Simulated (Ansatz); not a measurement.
Consider OsCl2 (1T sheet).

The cell holds 3 atoms: 1 Os and 2 Cl. Cell: a = 3.581 Å, b = 3.581 Å, c = 30.112 Å, α = 90.0°, β = 90.0°, γ = 120.0°. Vacuum lies along c.

```xyz
3
Lattice="0.0000 2.5320 2.5320 2.5320 -2.5320 0.0000 17.3850 17.3850 -17.3850" Properties=species:S:1:pos:R:3
Os    5.5298    5.5298   -5.5298
Cl    7.8718    5.3398   -5.3398
Cl    5.7198    5.7198   -3.1878
```

The structure was relaxed with LDA. The structure was generated from a model, not taken from a measurement. The runs that relaxed it are not among those shown. The program's search for lower electronic states was switched off, so nothing shows that the state found is the lowest. Spin-orbit coupling is left out unless a run names it. PAW set soft_2, made with PBE.

A constrained-RPA run (Ansatz 0.2.0; non-magnetic LDA; Os eg, bands c1 to c2, 6×6×1 mesh, medium accuracy) builds 2 functions on bands 1.1 eV wide, with 0.0 electrons in the window. The bare on-site interaction is 9.0 eV and the bare J 0.41 eV.

Question: Estimate U, U′ and J.

On the Os eg shell, U = 2.41 eV (27 % of the bare value), U′ = 1.93 eV, J = 0.24 eV.

The parent state is non-magnetic and the interaction static (zero frequency); U depends on the window and the orbitals, so it belongs to this model alone. Spin-orbit coupling, which is strong for atoms this heavy, is left out.

[Paths, hosts, dates, memory and timing lines, banners, echoed tables and standing remarks are left out of the program output.]

[Logs are printed without paths, hosts, clocks, repeated set-up lines and the standing remarks that a program may print on its own settings, such as how far it seeks lower states.]

[Runs of the session that timed out or met a known fault of the program may be left out.]

[Hosts, paths, dates, database ids (printed as entryN), source tags and the programs' standing remarks are cut or masked in the printed files.]
